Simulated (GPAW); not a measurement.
```
How the form of the self-energy moves the gap of CaZrN2 (R-3m)
1.0
     1.65709    0.95672    5.60669
    -1.65709    0.95672    5.60669
     0.00000   -1.91344    5.60669
Ca Zr N
1 1 2
Direct
  0.00000 0.00000 0.00000
  0.50000 0.50000 0.50000
  0.23812 0.23812 0.23812
  0.76188 0.76188 0.76188
# method: DFT, LDA, plane waves, PAW (and 3 further levels or steps)
# program: GPAW 26.7.0
# settings of one run: cutoff 600 eV, GPAW PAW setups 1.2.1 data release, 4×4×4 k-mesh, nbands 255
# cost: 6 runs, 19 min in all on 4 MPI ranks of Arm Neoverse V1, shared host (the runs of this entry)
# notes: The cell and positions are those that the Materials Project relaxed with its own functionals (PBE, PBE+U or r2SCAN), kept fixed. Limits: no spin-orbit coupling. Bands and cutoff are finite, so the gap is not at the basis limit. The miss can reach some tenths of an eV and take either sign; the mesh is an error of its own. The program warns of a poor linear fit in the extrapolation of some level, so the extrapolated values are rough. The 4×4×4 mesh is coarse for this cell, which bears on the long-range parts of exchange and screening.
# G0W0, Godby-Needs plasmon pole: 1.215 eV
# one-shot HSE06: 1.814 eV
# G0W0, extrapolated in the cutoff: 1.586 eV
# one-shot PBE0: 2.432 eV
# G0W0, full frequency, Hilbert transform: 1.213 eV
# known limits: not at the basis limit; no spin-orbit coupling; coarse k mesh
```

[Paths, hosts, dates, memory and timing lines, banners, echoed tables and standing remarks are left out of the program output.]

[Logs are printed without paths, hosts, clocks, repeated set-up lines and the standing remarks that a program may print on its own settings, such as how far it seeks lower states.]

[Runs of the session that timed out or met a known fault of the program may be left out.]

[Hosts, paths, dates, database ids (printed as entryN), source tags and the programs' standing remarks are cut or masked in the printed files.]
